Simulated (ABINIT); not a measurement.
# SrIBr (Pnma): G0W0 with ABINIT, start to end

Aim: the G0W0 gap of SrIBr (Pnma) on LDA, step by step.

Main program and level: ABINIT 10.8.3; LDA and many-body steps on it, plane waves.

### 1. Set-up

The structure is orthorhombic, space group Pnma (No. 62). The conventional cell has a = 8.169 Å, b = 5.132 Å, c = 11.031 Å, α = 90.00°, β = 90.00°, γ = 90.00°. Nearest to Sr lie 3 Br at 3.07 to 3.12 Å and 4 I at 3.39 to 3.51 Å. Nearest to I lie 4 Sr at 3.39 to 3.51 Å. Br has 3 Sr at 3.07 to 3.12 Å nearest. Farther neighbours and most contacts between anions are not listed.

The cell and positions are those that the Materials Project relaxed with its own functionals (PBE, PBE+U or r2SCAN), kept fixed. Spin-orbit coupling is left out unless a step names it.

### 2. Ground state

This step: ABINIT 10.8.3; DFT, LDA, plane waves, norm-conserving pseudopotentials.

The ground-state density comes first.

run.abi

```
acell 3*1.0 Angstrom
rprim 
  8.169106000000 0.000000000000 0.000000000000
  0.000000000000 5.131914000000 0.000000000000
  0.000000000000 0.000000000000 11.030852000000
ntypat 3
znucl 38 53 35
natom 12
typat 1 1 1 1 2 2 2 2 3 3 3 3
xred 
  0.280131000000 0.750000000000 0.421100000000
  0.780131000000 0.750000000000 0.078900000000
  0.719869000000 0.250000000000 0.578900000000
  0.219869000000 0.250000000000 0.921100000000
  0.367160000000 0.750000000000 0.109521000000
  0.867160000000 0.750000000000 0.390479000000
  0.632840000000 0.250000000000 0.890479000000
  0.132840000000 0.250000000000 0.609521000000
  0.517796000000 0.750000000000 0.637160000000
  0.017796000000 0.750000000000 0.862840000000
  0.482204000000 0.250000000000 0.362840000000
  0.982204000000 0.250000000000 0.137160000000
pp_dirpath "pseudos"
pseudos "Sr.upf, I.upf, Br.upf"
ecut 31
ngkpt 2 4 2
nshiftk 1
shiftk 0 0 0
kptopt 1
chksymbreak 0
nband 58
occopt 1
tolvrs 1e-08
nstep 60
prtwf 0
optforces 0
optstress 0
indata_prefix "in"
outdata_prefix "out"
tmpdata_prefix "tmp"
```

Run with:

```sh
$ OMP_NUM_THREADS=1 mpirun -n 4 abinit run.abi > log
```

Numbers of over 12 decimals in the logs are rounded to 6 here.

Output:

```text
.Version 10.8.3 of ABINIT. v10.8.2 released Aug 2026.

 Symmetries : space group Pn m a (# 62); Bravais oP (primitive ortho.)
================================================================================
 Values of the parameters that define the memory need of the present run
     intxc =       0    ionmov =       0      iscf =       7    lmnmax =       6
     lnmax =       6     mgfft =     108  mpssoang =       3    mqgrid =    5225
     natom =      12  nloc_mem =       1    nspden =       1   nspinor =       1
    nsppol =       1      nsym =       8    n1xccc =    2501    ntypat =       3
    occopt =       1   xclevel =       1
-    mband =          58        mffmem =           1         mkmem =           3
       mpw =       25732          nfft =      432000          nkpt =          12
================================================================================
  Rough estimation (10% accuracy) of disk space for files :
================================================================================

--------------------------------------------------------------------------------
------------- Echo of variables that govern the present computation ------------
--------------------------------------------------------------------------------
 -outvars: echo values of preprocessed input variables --------
            acell      1.8897261259E+00  1.8897261259E+00  1.8897261259E+00 Bohr

      chksymbreak           0
             ecut      3.10000000E+01 Hartree
-          fftalg         312

              ixc       -1012
              kpt      0.00000000E+00  0.00000000E+00  0.00000000E+00
                       5.00000000E-01  0.00000000E+00  0.00000000E+00
                       0.00000000E+00  2.50000000E-01  0.00000000E+00
                       5.00000000E-01  2.50000000E-01  0.00000000E+00
                       0.00000000E+00  5.00000000E-01  0.00000000E+00
                       5.00000000E-01  5.00000000E-01  0.00000000E+00
                       0.00000000E+00  0.00000000E+00  5.00000000E-01
                       5.00000000E-01  0.00000000E+00  5.00000000E-01
                       0.00000000E+00  2.50000000E-01  5.00000000E-01
                       5.00000000E-01  2.50000000E-01  5.00000000E-01
                       0.00000000E+00  5.00000000E-01  5.00000000E-01
[...]
kptrlatt        2    0    0      0    4    0      0    0    2
          kptrlen      3.08747461E+01
P           mkmem           3
            natom          12
            nband          58
            ngfft          80      50     108
             nkpt          12
            nstep          60
             nsym           8
           ntypat           3
              occ      2.000000  2.000000  2.000000  2.000000  2.000000  2.000000
                       2.000000  2.000000  2.000000  2.000000  2.000000  2.000000
                       2.000000  2.000000  2.000000  2.000000  2.000000  2.000000
                       2.000000  2.000000  2.000000  2.000000  2.000000  2.000000
                       2.000000  2.000000  2.000000  2.000000  2.000000  2.000000
                       2.000000  2.000000  2.000000  2.000000  2.000000  2.000000
                       2.000000  2.000000  2.000000  2.000000  2.000000  2.000000
                       2.000000  2.000000  2.000000  2.000000  2.000000  2.000000
                       0.000000  0.000000  0.000000  0.000000  0.000000  0.000000
                       0.000000  0.000000  0.000000  0.000000
        optforces           0
        optstress           0
            prtwf           0
            rprim      8.1691060000E+00  0.0000000000E+00  0.0000000000E+00
[...]
spgroup          62

           tolvrs      1.00000000E-08

             xred      2.8013100000E-01  7.5000000000E-01  4.2110000000E-01
[...]
znucl       38.00000   53.00000   35.00000

================================================================================

 chkinp: Checking input parameters for consistency.

================================================================================
== DATASET  1 ==================================================================
-   mpi_nproc: 4, omp_nthreads: 1 (-1 if OMP is not activated)

--- !DatasetInfo
iteration_state: {dtset: 1, }
dimensions: {natom: 12, nkpt: 12, mband: 58, nsppol: 1, nspinor: 1, nspden: 1, mpw: 25732, }
cutoff_energies: {ecut:  31.0, pawecutdg:  -1.0, }
electrons: {nelect:   9.60000000E+01, charge:   0.00000000E+00, occopt:   1.00000000E+00, tsmear:   1.00000000E-02, }

 Real(R)+Recip(G) space primitive vectors, cartesian coordinates (Bohr,Bohr^-1):
 R(1)= 15.4373730  0.0000000  0.0000000  G(1)=  0.0647779  0.0000000  0.0000000
 R(2)=  0.0000000  9.6979120  0.0000000  G(2)=  0.0000000  0.1031150  0.0000000
 R(3)=  0.0000000  0.0000000 20.8452892  G(3)=  0.0000000  0.0000000  0.0479725
 Unit cell volume ucvol=  3.1207542E+03 bohr^3
 Angles (23,13,12)=  9.00000000E+01  9.00000000E+01  9.00000000E+01 degrees

 getcut: wavevector=  0.0000  0.0000  0.0000  ngfft=  80  50 108
         ecut(hartree)=     31.000   => boxcut(ratio)=   2.05705

--- Pseudopotential description ------------------------------------------------
- Sr Generated using ONCVPSP code by D. R. Hamann
- 38.00000  10.00000  180309                  znucl, zion, pspdat
[...]
nproj     2     2     2
  pspatm : epsatm=   10.24179696
         --- l  ekb(1:nproj) -->
[...]
pspatm: atomic psp has been read  and splines computed

   1.52253984E+04                                ecore*ucvol(ha*bohr**3)
--------------------------------------------------------------------------------

_setup2: Arith. and geom. avg. npw (full set) are   25728.313   25728.299

================================================================================

--- !BeginCycle
iteration_state: {dtset: 1, }
solver: {iscf: 7, nstep: 60, nline: 4, wfoptalg: 0, }
tolerances: {tolvrs: 1.00E-08, }

     iter   Etot(hartree)      deltaE(h)  residm     vres2
 ETOT  1  -252.98003503907    -2.530E+02 4.353E-02 2.660E+02
 ETOT  2  -253.09672722644    -1.167E-01 7.332E-03 1.827E+01
 ETOT  3  -253.09873418917    -2.007E-03 2.409E-03 6.097E+00
 ETOT  4  -253.09898209587    -2.479E-04 1.553E-03 7.437E-01
 ETOT  5  -253.09901196412    -2.987E-05 1.067E-03 4.680E-02
 ETOT  6  -253.09901369896    -1.735E-06 7.486E-04 2.534E-03
 ETOT  7  -253.09901383101    -1.320E-07 4.905E-04 1.395E-04
 ETOT  8  -253.09901384038    -9.368E-09 1.085E-03 1.083E-05
 ETOT  9  -253.09901384095    -5.766E-10 4.915E-04 2.500E-07
 ETOT 10  -253.09901384097    -1.808E-11 4.875E-04 1.001E-08
 ETOT 11  -253.09901384100    -2.535E-11 1.505E-04 1.184E-09

 At SCF step   11       vres2   =  1.18E-09 < tolvrs=  1.00E-08 =>converged.

--- !ResultsGS
iteration_state: {dtset: 1, }
comment   : Summary of ground state results
lattice_vectors:
- [ 15.4373730,   0.0000000,   0.0000000, ]
- [  0.0000000,   9.6979120,   0.0000000, ]
- [  0.0000000,   0.0000000,  20.8452892, ]
lattice_lengths: [  15.43737,    9.69791,   20.84529, ]
lattice_angles: [ 90.000,  90.000,  90.000, ] # degrees, (23, 13, 12)
lattice_volume:   3.1207542E+03
convergence: {deltae: -2.535E-11, res2:  1.184E-09, residm:  1.505E-04, diffor:  0.000E+00, }
etotal    :  -2.53099014E+02
entropy   :   0.00000000E+00
fermie    :   5.40515747E-02
cartesian_stress_tensor: null
pressure_GPa: null
xred      :
- [  2.8013E-01,   7.5000E-01,   4.2110E-01, Sr]
- [  7.8013E-01,   7.5000E-01,   7.8900E-02, Sr]
- [  7.1987E-01,   2.5000E-01,   5.7890E-01, Sr]
- [  2.1987E-01,   2.5000E-01,   9.2110E-01, Sr]
- [  3.6716E-01,   7.5000E-01,   1.0952E-01,  I]
- [  8.6716E-01,   7.5000E-01,   3.9048E-01,  I]
- [  6.3284E-01,   2.5000E-01,   8.9048E-01,  I]
- [  1.3284E-01,   2.5000E-01,   6.0952E-01,  I]
- [  5.1780E-01,   7.5000E-01,   6.3716E-01, Br]
- [  1.7796E-02,   7.5000E-01,   8.6284E-01, Br]
- [  4.8220E-01,   2.5000E-01,   3.6284E-01, Br]
- [  9.8220E-01,   2.5000E-01,   1.3716E-01, Br]
cartesian_forces: null
force_length_stats: {min: null, max: null, mean: null, }

 Integrated electronic density in atomic spheres:
 ------------------------------------------------
 Atom  Sphere_radius  Integrated_density
[...]
================================================================================

 ----iterations are completed or convergence reached----

 Mean square residual over all n,k,spin=   16.371E-07; max=  15.053E-05
 reduced coordinates (array xred) for   12 atoms
[...]
0.132840000000      0.250000000000      0.609521000000
       0.517796000000      0.750000000000      0.637160000000
       0.017796000000      0.750000000000      0.862840000000
       0.482204000000      0.250000000000      0.362840000000
       0.982204000000      0.250000000000      0.137160000000
 rms dE/dt=  0.0000E+00; max dE/dt=  0.0000E+00; dE/dt below (all hartree)
    1       0.000000000000      0.000000000000      0.000000000000
    2       0.000000000000      0.000000000000      0.000000000000
    3       0.000000000000      0.000000000000      0.000000000000
    4       0.000000000000      0.000000000000      0.000000000000
    5       0.000000000000      0.000000000000      0.000000000000
    6       0.000000000000      0.000000000000      0.000000000000
    7       0.000000000000      0.000000000000      0.000000000000
    8       0.000000000000      0.000000000000      0.000000000000
    9       0.000000000000      0.000000000000      0.000000000000
[...]
cartesian coordinates (angstrom) at end:
[...]
8      1.085184     1.282979     6.723536
    9      4.229930     3.848936     7.028418
   10      0.145377     3.848936     9.517860
   11      3.939176     1.282979     4.002434
   12      8.023729     1.282979     1.512992
 length scales=  1.889726125908  1.889726125908  1.889726125908 bohr
              =  1.000000000000  1.000000000000  1.000000000000 angstroms
 prteigrs : about to open file out_EIG
 Fermi (or HOMO) energy (hartree) =   0.05405   Average Vxc (hartree)=  -0.31152
 Eigenvalues (hartree) for nkpt=  12  k points:
 kpt#   1, nband= 58, wtk=  0.06250, kpt=  0.0000  0.0000  0.0000 (reduced coord)
  -1.19360   -1.19359   -1.19353   -1.19353   -0.53615   -0.53586   -0.53443   -0.53373
  -0.53323   -0.53272   -0.53260   -0.53254   -0.53221   -0.53209   -0.53205   -0.53204
  -0.43167   -0.42953   -0.42729   -0.42672   -0.34674   -0.34573   -0.33981   -0.33918
  -0.03363   -0.02609   -0.02486   -0.02404   -0.01707   -0.01278   -0.00917   -0.00756
  -0.00478   -0.00011    0.00667    0.00871    0.01130    0.01139    0.01941    0.02120
   0.02575    0.03960    0.04094    0.04413    0.04507    0.04531    0.05071    0.05405
   0.18547    0.20399    0.21501    0.21875    0.22843    0.23288    0.23944    0.24013
   0.25473    0.25526
 prteigrs : prtvol=0 or 1, do not print more k-points.

--- !EnergyTerms
iteration_state     : {dtset: 1, }
comment             : Components of total free energy in Hartree
kinetic             :  6.65844779009069E+01
hartree             :  4.26622815668185E+01
xc                  : -6.99571358185254E+01
Ewald energy        : -1.69555112599267E+02
psp_core            :  4.87875606246959E+00
local_psp           : -1.65729290370331E+02
non_local_psp       :  3.80170094169317E+01
total_energy        : -2.53099013840997E+02
total_energy_eV     : -6.88717502410427E+03
band_energy         : -2.80491163717651E+01

== END DATASET(S) ==============================================================
================================================================================

 -outvars: echo values of variables after computation  --------
           etotal     -2.5309901384E+02
            nband          58
             nkpt          12
          spgroup          62
 [... the other variables as echoed above ...]

 Calculation completed.
```

Elapsed: 2.7 min, on 4 MPI ranks of Arm Neoverse V2, shared host; peak memory 0.93 GiB.

This step gave:

* total energy: -6887.1750 eV
* gap: 3.576 eV
* k of the valence top: 0, 0, 0
* k of the conduction bottom: 0, 0, 0
* least direct gap: 3.576 eV

The gap is direct, at Γ.

### 3. Empty states on the mesh, 2×2×1 mesh, 326 bands

The sums over transitions need many empty states on a uniform mesh; this step solves for them.

Edit run.abi of step 2 so:

```diff
@@ -25,3 +25,3 @@
 ecut 31
-ngkpt 2 4 2
+ngkpt 2 2 1
 nshiftk 1
@@ -30,9 +30,10 @@
 chksymbreak 0
-nband 58
-occopt 1
-tolvrs 1e-08
+iscf -2
+irdden 1
+istwfk *1
+nband 326
+nbdbuf 28
+tolwfr 1e-09
 nstep 60
-prtwf 0
-optforces 0
-optstress 0
+prtvol 0
 indata_prefix "in"
```

Output:

```text
.Version 10.8.3 of ABINIT. v10.8.2 released Aug 2026.

 Symmetries : space group Pn m a (# 62); Bravais oP (primitive ortho.)
[... echo of the input left out ...]
== DATASET  1 ==================================================================
-   mpi_nproc: 4, omp_nthreads: 1 (-1 if OMP is not activated)

--- !DatasetInfo
iteration_state: {dtset: 1, }
dimensions: {natom: 12, nkpt: 4, mband: 326, nsppol: 1, nspinor: 1, nspden: 1, mpw: 25776, }
cutoff_energies: {ecut:  31.0, pawecutdg:  -1.0, }
electrons: {nelect:   9.60000000E+01, charge:   0.00000000E+00, occopt:   1.00000000E+00, tsmear:   1.00000000E-02, }

 Real(R)+Recip(G) space primitive vectors, cartesian coordinates (Bohr,Bohr^-1):
 R(1)= 15.4373730  0.0000000  0.0000000  G(1)=  0.0647779  0.0000000  0.0000000
 R(2)=  0.0000000  9.6979120  0.0000000  G(2)=  0.0000000  0.1031150  0.0000000
 R(3)=  0.0000000  0.0000000 20.8452892  G(3)=  0.0000000  0.0000000  0.0479725
 Unit cell volume ucvol=  3.1207542E+03 bohr^3
 Angles (23,13,12)=  9.00000000E+01  9.00000000E+01  9.00000000E+01 degrees

 getcut: wavevector=  0.0000  0.0000  0.0000  ngfft=  80  50 108
         ecut(hartree)=     31.000   => boxcut(ratio)=   2.05705

--- Pseudopotential description ------------------------------------------------
- Sr Generated using ONCVPSP code by D. R. Hamann
- 38.00000  10.00000  180309                  znucl, zion, pspdat
12 -1012 2 -1 1812                            pspcod,pspxc,lmax,lloc,mmax
     nproj     2     2     2
  pspatm : epsatm=   12.22067766
         --- l  ekb(1:nproj) -->
             0   10.067142    1.054393
             1    7.520551    1.675795
             2    4.085003    0.971115
 pspatm: atomic psp has been read  and splines computed

- I Generated using ONCVPSP code by D. R. Hamann
- 53.00000   7.00000  180309                  znucl, zion, pspdat
12 -1012 2 -1 1182                            pspcod,pspxc,lmax,lloc,mmax
     nproj     2     2     2
  pspatm : epsatm=   17.18700033
         --- l  ekb(1:nproj) -->
[...]
pspatm: atomic psp has been read  and splines computed

- Br Generated using ONCVPSP code by D. R. Hamann
- 35.00000   7.00000  180309                  znucl, zion, pspdat
12 -1012 2 -1 1084                            pspcod,pspxc,lmax,lloc,mmax
     nproj     2     2     2
  pspatm : epsatm=   10.24179696
         --- l  ekb(1:nproj) -->
[...]
pspatm: atomic psp has been read  and splines computed

--------------------------------------------------------------------------------

================================================================================
 prteigrs : about to open file out_EIG
 Non-SCF case, kpt    1 (  0.00000  0.00000  0.00000), residuals and eigenvalues=
  2.24E-10  3.77E-10  7.40E-10  2.45E-10  3.36E-10  3.30E-10  9.05E-10  8.23E-10
  8.93E-10  8.11E-10  3.10E-10  3.08E-10  8.94E-10  2.78E-10  9.78E-10  9.62E-10
[...]
-1.1936E+00 -1.1936E+00 -1.1935E+00 -1.1935E+00 -5.3615E-01 -5.3586E-01
 -5.3443E-01 -5.3373E-01 -5.3323E-01 -5.3272E-01 -5.3260E-01 -5.3254E-01
[...]
1.4161E+00  1.4170E+00  1.4226E+00  1.4235E+00  1.4251E+00  1.4295E+00
  1.4305E+00  1.4347E+00
 prteigrs : prtvol=0 or 1, do not print more k-points.

--- !ResultsGS
iteration_state: {dtset: 1, }
comment   : Summary of ground state results
lattice_vectors:
- [ 15.4373730,   0.0000000,   0.0000000, ]
- [  0.0000000,   9.6979120,   0.0000000, ]
- [  0.0000000,   0.0000000,  20.8452892, ]
lattice_lengths: [  15.43737,    9.69791,   20.84529, ]
lattice_angles: [ 90.000,  90.000,  90.000, ] # degrees, (23, 13, 12)
lattice_volume:   3.1207542E+03
convergence: {deltae:  0.000E+00, res2:  0.000E+00, residm:  9.964E-10, diffor:  0.000E+00, }
etotal    :  -2.53099014E+02
entropy   :   0.00000000E+00
fermie    :   5.40515747E-02
cartesian_stress_tensor: null
pressure_GPa: null
xred      :
- [  2.8013E-01,   7.5000E-01,   4.2110E-01, Sr]
- [  7.8013E-01,   7.5000E-01,   7.8900E-02, Sr]
- [  7.1987E-01,   2.5000E-01,   5.7890E-01, Sr]
- [  2.1987E-01,   2.5000E-01,   9.2110E-01, Sr]
- [  3.6716E-01,   7.5000E-01,   1.0952E-01,  I]
- [  8.6716E-01,   7.5000E-01,   3.9048E-01,  I]
- [  6.3284E-01,   2.5000E-01,   8.9048E-01,  I]
- [  1.3284E-01,   2.5000E-01,   6.0952E-01,  I]
- [  5.1780E-01,   7.5000E-01,   6.3716E-01, Br]
- [  1.7796E-02,   7.5000E-01,   8.6284E-01, Br]
- [  4.8220E-01,   2.5000E-01,   3.6284E-01, Br]
- [  9.8220E-01,   2.5000E-01,   1.3716E-01, Br]
cartesian_forces: null
force_length_stats: {min: null, max: null, mean: null, }

 Integrated electronic density in atomic spheres:
 ------------------------------------------------
 Atom  Sphere_radius  Integrated_density
[...]
================================================================================

 ----iterations are completed or convergence reached----

 Mean square residual over all n,k,spin=   52.541E-11; max=  99.637E-11
 reduced coordinates (array xred) for   12 atoms
[...]
0.482204000000      0.250000000000      0.362840000000
       0.982204000000      0.250000000000      0.137160000000

 cartesian coordinates (angstrom) at end:
    1      2.288420     3.848936     4.645092
    2      6.372973     3.848936     0.870334
    3      5.880686     1.282979     6.385760
[...]
11      3.939176     1.282979     4.002434
   12      8.023729     1.282979     1.512992
 length scales=  1.889726125908  1.889726125908  1.889726125908 bohr
              =  1.000000000000  1.000000000000  1.000000000000 angstroms
 prteigrs : about to open file out_EIG
 Eigenvalues (hartree) for nkpt=   4  k points:
 kpt#   1, nband=326, wtk=  0.25000, kpt=  0.0000  0.0000  0.0000 (reduced coord)
[...]
1.36895    1.37211    1.37230    1.37260    1.37807    1.38370    1.38627    1.39155
   1.39265    1.39548    1.39845    1.40792    1.40992    1.41029    1.41613    1.41700
   1.42265    1.42350    1.42513    1.42946    1.43052    1.43470
 prteigrs : prtvol=0 or 1, do not print more k-points.

== END DATASET(S) ==============================================================
================================================================================

 -outvars: echo values of variables after computation  --------
            nband         326
             nkpt           4
          spgroup          62
 [... the other variables as echoed above ...]

 Calculation completed.
```

It took 8.5 min on 4 MPI ranks; peak memory 1.1 GiB; 34 min of CPU time.

This step gave:

```yaml
gap: 3.576 eV
k_of_the_valence_top: 0, 0, 0
k_of_the_conduction_bottom: 0, 0, 0
least_direct_gap: 3.576 eV
k_points_computed: 4
lowest_point_of_the_top_converged_band_above_the_valence_top: 34.67 eV
```

On this mesh the gap is 3.576 eV.

[end of part 1 of 2]

[Paths, hosts, dates, memory and timing lines, banners, echoed tables and standing remarks are left out of the program output.]

[Logs are printed without paths, hosts, clocks, repeated set-up lines and the standing remarks that a program may print on its own settings, such as how far it seeks lower states.]

[Runs of the session that timed out or met a known fault of the program may be left out.]

[Hosts, paths, dates, database ids (printed as entryN), source tags and the programs' standing remarks are cut or masked in the printed files.]

[G0W0 gaps are taken among the corrected bands and points alone; a level outside them can change the order at an edge.]

[Where Ansatz stands beside ABINIT at settings called matched, ABINIT's density can come from a denser mesh and the files from another edition; pairs whose starting gaps differed by over 0.03 eV were left out, so agreement reads better than it is.]
